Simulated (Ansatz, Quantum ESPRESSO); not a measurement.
**Ba3Si (Pm-3m): zone-centre phonons**

Aim: the zone-centre modes of Ba3Si (Pm-3m).

Program: Quantum ESPRESSO 7.5. Level of theory: DFT PBE, scalar-relativistic, plane waves, PseudoDojo norm-conserving pseudopotentials. Results are calculated unless marked as measured.

Most raw output is cut from this account.

The structure was built from a prototype and need not be the compound's stable phase.

**1. Starting point**

Symmetry: Pm-3m, No. 221, cubic system. Conventional cell: a = 5.807 Å, b = 5.807 Å, c = 5.807 Å, α = 90.00°, β = 90.00°, γ = 90.00°. Si has 12 Ba at 4.11 Å nearest. Nearest to Ba lie 8 Ba at 4.11 Å and 4 Si at 4.11 Å. Farther neighbours are not listed.

**2. A first look**

A cheap run with smearing and empty bands tells whether the crystal has a gap, which decides between fixed occupations and smearing later on.

File probe.in:

```
 &control
    calculation='scf',
    prefix='x',
    outdir='./tmp',
    pseudo_dir='./pseudo',
    tprnfor=.true.,
    tstress=.true.,
    verbosity='high',
 /
 &system
    ibrav=1,
    celldm(1)=10.97402639,
    nat=4,
    ntyp=2,
    ecutwfc=57.0,
    occupations='smearing',
    smearing='gaussian',
    degauss=0.01,
 /
 &electrons
    conv_thr=1.0d-07,
    mixing_beta=0.7,
    electron_maxstep=100,
 /
ATOMIC_SPECIES
 Si     28.0850  Si.upf
 Ba    137.3270  Ba.upf
ATOMIC_POSITIONS crystal
 Si     0.000000000   0.000000000   0.000000000
 Ba     0.000000000   0.500000000   0.500000000
 Ba     0.500000000   0.000000000   0.500000000
 Ba     0.500000000   0.500000000   0.000000000
K_POINTS automatic
 4 4 4 0 0 0
```

Run with:

```sh
OMP_NUM_THREADS=1 mpirun -n 4 pw.x -nk 4 -in probe.in > probe.out
```

Run time: 12 s. Hardware: 4 MPI ranks of Intel Xeon 6975P-C (Granite Rapids), shared host; 47 s of CPU time.

Numbers from this step:

| Item | Value |
| --- | --- |
| volume per atom | 48.96 Å³ |
| pressure | -2.693 GPa |
| gap on the k-mesh | 0 eV |

No gap opens on this mesh, so smearing is kept; the start stands at -2.7 GPa.

**3. Relaxation**

The relaxation runs at a cutoff a fifth above that of the response, since stress converges more slowly with the basis than frequencies do. Forces and stress are brought to rest with tight thresholds.

File relax.in:

```
 &control
    calculation='vc-relax',
    prefix='x',
    outdir='./tmp',
    pseudo_dir='./pseudo',
    tprnfor=.true.,
    tstress=.true.,
    forc_conv_thr=2.0d-05,
    etot_conv_thr=1.0d-07,
    nstep=40,
 /
 &system
    ibrav=1,
    celldm(1)=10.97402639,
    nat=4,
    ntyp=2,
    ecutwfc=68,
    occupations='smearing',
    smearing='mv',
    degauss=0.02,
 /
 &electrons
    conv_thr=1.0d-11,
    mixing_beta=0.7,
    electron_maxstep=100,
 /
 &ions
 /
 &cell
    press_conv_thr=0.2,
 /
ATOMIC_SPECIES
 Si     28.0850  Si.upf
 Ba    137.3270  Ba.upf
ATOMIC_POSITIONS crystal
 Si     0.000000000   0.000000000   0.000000000
 Ba     0.000000000   0.500000000   0.500000000
 Ba     0.500000000   0.000000000   0.500000000
 Ba     0.500000000   0.500000000   0.000000000
K_POINTS automatic
 6 6 6 0 0 0
```

Run with:

```sh
OMP_NUM_THREADS=1 mpirun -n 4 pw.x -nk 4 -in relax.in > relax.out
```

Wall time 4.3 min (4 MPI ranks).

The steps of the relaxation:

| step | energy less that of the first step (eV) | largest force (eV/Å) | pressure (GPa) | volume (Å³) |
| --- | --- | --- | --- | --- |
| 1 | 0.0000 | 0.0000 | -2.75 | 195.84 |
| 2 | -0.0461 | 0.0000 | -2.65 | 193.11 |
| 3 | -0.1109 | 0.0000 | -2.48 | 189.06 |
| 4 | -0.1981 | 0.0000 | -2.19 | 183.09 |
| 5 | -0.3039 | 0.0000 | -1.67 | 174.37 |
| 6 | -0.3970 | 0.0000 | -0.64 | 161.82 |
| 7 | -0.4085 | 0.0000 | 0.12 | 154.96 |
| 8 | -0.4089 | 0.0000 | -0.01 | 156.05 |
| 9 | -0.4089 | 0.0000 | 0.00 | 155.99 |
| 10 | -0.4084 | 0.0000 | 0.00 | 155.99 |

```
conventional cell, symmetrised  before  after   change
                         a (Å)   5.807  5.383   -7.3 %
                         b (Å)   5.807  5.383   -7.3 %
                         c (Å)   5.807  5.383   -7.3 %
              volume (Å³/atom)   48.96  39.00  -20.3 %
```

Final coordinates:

```xyz
4
Lattice="5.3831 0.0000 0.0000 0.0000 5.3831 0.0000 0.0000 0.0000 5.3831" Properties=species:S:1:pos:R:3 pbc="T T T"
Si    0.0000    0.0000    0.0000
Ba    0.0000    2.6916    2.6916
Ba    2.6916    0.0000    2.6916
Ba    2.6916    2.6916    0.0000
```

The last row of the table of steps is pw.x's closing run on a basis chosen anew for the final cell, so its energy can jump.

This step gave:

| Quantity | Value |
| --- | --- |
| volume per atom | 39.00 Å³ |
| pressure | 0 GPa |

The volume changes by -20.3 % from the cell with which this run began.

**4. Self-consistent run for the response**

The response is built on this ground state, so it is converged far tighter than an energy would need. Smearing stays on, as the first look found no gap above 0.3 eV.

File scf.in:

```
 &control
    calculation='scf',
    prefix='x',
    outdir='./tmp',
    pseudo_dir='./pseudo',
    tprnfor=.true.,
    tstress=.true.,
 /
 &system
    ibrav=1,
    celldm(1)=10.17262922,
    nat=4,
    ntyp=2,
    ecutwfc=57.0,
    occupations='smearing',
    smearing='mv',
    degauss=0.02,
 /
 &electrons
    conv_thr=1.0d-12,
    mixing_beta=0.7,
    electron_maxstep=100,
 /
ATOMIC_SPECIES
 Si     28.0850  Si.upf
 Ba    137.3270  Ba.upf
ATOMIC_POSITIONS crystal
 Si     0.000000000   0.000000000   0.000000000
 Ba     0.000000000   0.500000000   0.500000000
 Ba     0.500000000   0.000000000   0.500000000
 Ba     0.500000000   0.500000000   0.000000000
K_POINTS automatic
 6 6 6 0 0 0
```

Run with:

```sh
OMP_NUM_THREADS=1 mpirun -n 4 pw.x -nk 4 -in scf.in > scf.out
```

Elapsed: 22 s, on 4 MPI ranks; 86 s of CPU time.

The cell stands at 0 GPa, close enough for phonons.

**5. Linear response at Γ**

At q = 0 one unit cell holds all displacements; symmetry groups them into irreducible representations that are solved one by one. With smeared occupations no response to a homogeneous field can be asked.

File ph.in:

```
phonons
 &inputph
    prefix='x',
    outdir='./tmp',
    fildyn='g.dyn',
    tr2_ph=1.0d-18,
    alpha_mix(1)=0.4,
    nmix_ph=8,
 /
0.000000000000 0.000000000000 0.000000000000
```

Run with:

```sh
OMP_NUM_THREADS=1 mpirun -n 4 ph.x -nk 4 -in ph.in > ph.out
```

Elapsed: 6 min, on 4 MPI ranks.

Numbers from this step:

| Quantity | Value |
| --- | --- |
| largest acoustic frequency at the zone centre before the sum rule | -0.42 cm⁻¹ |
| highest optical zone-centre mode (no LO-TO term) | 94.01 cm⁻¹ |
| lowest optical zone-centre mode | -19.28 cm⁻¹ |

The acoustic modes at Γ come out as far as 0.4 cm⁻¹ from zero, where they should vanish, a small numerical error. The lowest optical mode is imaginary, 19i cm⁻¹, an instability at this level and on this k mesh.

**6. Zone-centre analysis**

A rigid shift of the crystal must cost nothing, but grids and finite bases break this; the acoustic sum rule is imposed before the matrix is diagonalised again.

File dynmat.in:

```
 &input
    fildyn='g.dyn',
    asr='simple',
    fileig='dynmat.eig',
 /
```

Run with:

```sh
dynmat.x -in dynmat.in > dynmat.out
```

Wall time 0.59 s (1 thread).

Read from the output:

```yaml
lowest_optical_zone_centre_mode: -19.37 cm⁻¹
```

Unit eigenvectors of the mass-weighted matrix after the sum rule; no LO-TO term. The modes at Γ (shares of kinetic energy by element, %) (negative means imaginary):

```csv
mode,frequency (cm⁻¹),Si %,Ba %
1,-19.4,87,13
2,-19.4,87,13
3,-19.4,87,13
4,-15.6,0,100
5,-15.6,0,100
6,-15.6,0,100
7,0.0,6,94
8,0.0,6,94
9,0.0,6,94
10,94.0,6,94
11,94.0,6,94
12,94.0,6,94
```

Displacements in mode 1 (-19.4 cm⁻¹), the largest set to 1:
```
Si1 -0.03  0.04  1.00
Ba2  0.00  0.00 -0.12
Ba3  0.00  0.00 -0.12
Ba4  0.00  0.00  0.03
```

Displacements in mode 12 (94.0 cm⁻¹), the largest set to 1:
```
Si1  0.00  0.00 -0.67
Ba2  0.00  0.00 -0.43
Ba3  0.00  0.00 -0.43
Ba4  0.00  0.00  1.00
```

The rule moves no optical mode by more than 0.1 cm⁻¹.

**7. Sum rules set otherwise: a sum rule for molecules or wires on a crystal**

This rule also removes rotations, which suits molecules and not a crystal; it is tried to see the harm.

File dynmat.in:

```
 &input
    fildyn='g.dyn',
    asr='zero-dim',
    fileig='dynmat.eig',
 /
```

Run with:

```sh
dynmat.x -in dynmat.in > dynmat.out
```

Wall time 0.58 s (1 thread).

The run ended normally, but on settings that are not sound.

The fault: a sum rule for molecules or wires on a crystal; 3 optical modes are projected out to zero frequency, as if they were rotations.

For a crystal the rule has to be 'simple' or 'crystal'.

Zone-centre frequencies as printed; negative means imaginary. Modes:

```
mode  frequency (cm⁻¹)
   1            -19.32
   2            -18.53
   3            -18.53
   4                 0
   5                 0
   6                 0
   7                 0
   8                 0
   9                 0
  10              85.3
  11              85.3
  12             94.01
```

**8. The same in Ansatz**

The same cell goes through another code at the same cutoff. The files are of one family, but Ansatz's library holds files of its own making for some heavy elements, so those for Ba may differ. Its k mesh is centred on Γ.

This step: DFT PBE, scalar-relativistic, plane waves, norm-conserving pseudopotentials of its library (PseudoDojo's, some remade) (Ansatz 0.2.0).

File input.yaml:

```yaml
crystal:
  lattice:
    - [5.3831235559, 0.0, 0.0]
    - [0.0, 5.3831235559, 0.0]
    - [0.0, 0.0, 5.3831235559]
  atoms:
    - { symbol: Si, position: [0.0, 0.0, 0.0] }
    - { symbol: Ba, position: [0.0, 0.5, 0.5] }
    - { symbol: Ba, position: [0.5, 0.0, 0.5] }
    - { symbol: Ba, position: [0.5, 0.5, 0.0] }
kpoints:
  mp_grid: { grid: [6, 6, 6] }
hamiltonian:
  xc: pbe
  pseudopotentials: { kind: nc, accuracy: standard }
scf:
  occupations: { method: cold, width: 0.27211 }
output:
  eigenvalues: true
basis:
  ecutwfc: 775.525
phonons:
  method: dfpt
```

Run with:

```sh
ansatz run input.yaml --threads 4 --pin off --max-ram 8192MiB --backend cpu --events-out ev --progress --plain --runs-dir out
```

The job ended after 33 s (4 threads; peak memory 2.5 GiB; 2.1 min of CPU time).

Read from the output:

- sum-rule residual before enforcement: 3.05e-5 eV/Å²
- highest optical zone-centre mode (no LO-TO term): 94.02 cm⁻¹
- lowest optical zone-centre mode: -17.92 cm⁻¹

**9. The two compared: QE PseudoDojo and Ansatz, library NC**

Numbers from this step:

| Property | Result |
| --- | --- |
| root-mean-square difference | 0.84 cm⁻¹ |
| largest difference | 1.45 cm⁻¹ |

Frequencies side by side, by row:

| q (reciprocal lattice) | mode | QE PseudoDojo (cm⁻¹) | Ansatz, library NC (cm⁻¹) |
| --- | --- | --- | --- |
| 0 0 0 | 1 | -19.37 | -17.92 |
| 0 0 0 | 2 | -19.37 | -17.92 |
| 0 0 0 | 3 | -19.37 | -17.92 |
| 0 0 0 | 4 | -15.61 | -15.62 |
| 0 0 0 | 5 | -15.61 | -15.62 |
| 0 0 0 | 6 | -15.61 | -15.62 |
| 0 0 0 | 7 | 0 | 0 |
| 0 0 0 | 8 | 0 | 0 |
| 0 0 0 | 9 | 0 | 0 |
| 0 0 0 | 10 | 94.01 | 94.02 |
| 0 0 0 | 11 | 94.01 | 94.02 |
| 0 0 0 | 12 | 94.01 | 94.02 |

At the zone centre the largest difference (acoustic modes at Γ apart) is 2 % of the highest mode, but 7 % of the mode at 19i cm⁻¹ on which it sits.

**10. Summary of results**

- space group after relaxation: Pm-3m
- volume per atom: 39.0 Å³
- highest optical zone-centre mode (no LO-TO term): 94.0 cm⁻¹
- lowest optical zone-centre mode: -19.4 cm⁻¹
- imaginary optical modes at the zone centre (no q mesh in this session): yes
- largest difference from Ansatz, library NC: 1.45 cm⁻¹

At the PBE level the optical modes of Ba3Si (Pm-3m) at the zone centre run from 19i to 94 cm⁻¹, so the structure is a saddle point, with 6 modes beyond 10i cm⁻¹ there. Of the 9 optical modes, 6 are infrared active alone and 3 are silent. QE PseudoDojo and Ansatz, library NC differ by 0.8 cm⁻¹ in the root mean square and by 1.4 cm⁻¹ at most, 1.5 % of the highest mode compared (acoustic modes at Γ left out). These are harmonic frequencies at zero temperature: anharmonic shifts and linewidths and thermal expansion are left out. Spin-orbit coupling is left out, which can matter for the heavy elements here. In a metal the frequencies hang on the k mesh and the smearing, most of all near Kohn anomalies. The structure is a hypothetical one, built on a prototype.

[Host names and launcher messages were left out of these logs when they were recorded.]

[Logs are printed without paths, hosts, clocks, repeated set-up lines and the standing remarks that a program may print on its own settings, such as how far it seeks lower states.]

[Hosts, paths, dates, database ids (printed as entryN), source tags and the programs' standing remarks are cut or masked in the printed files.]
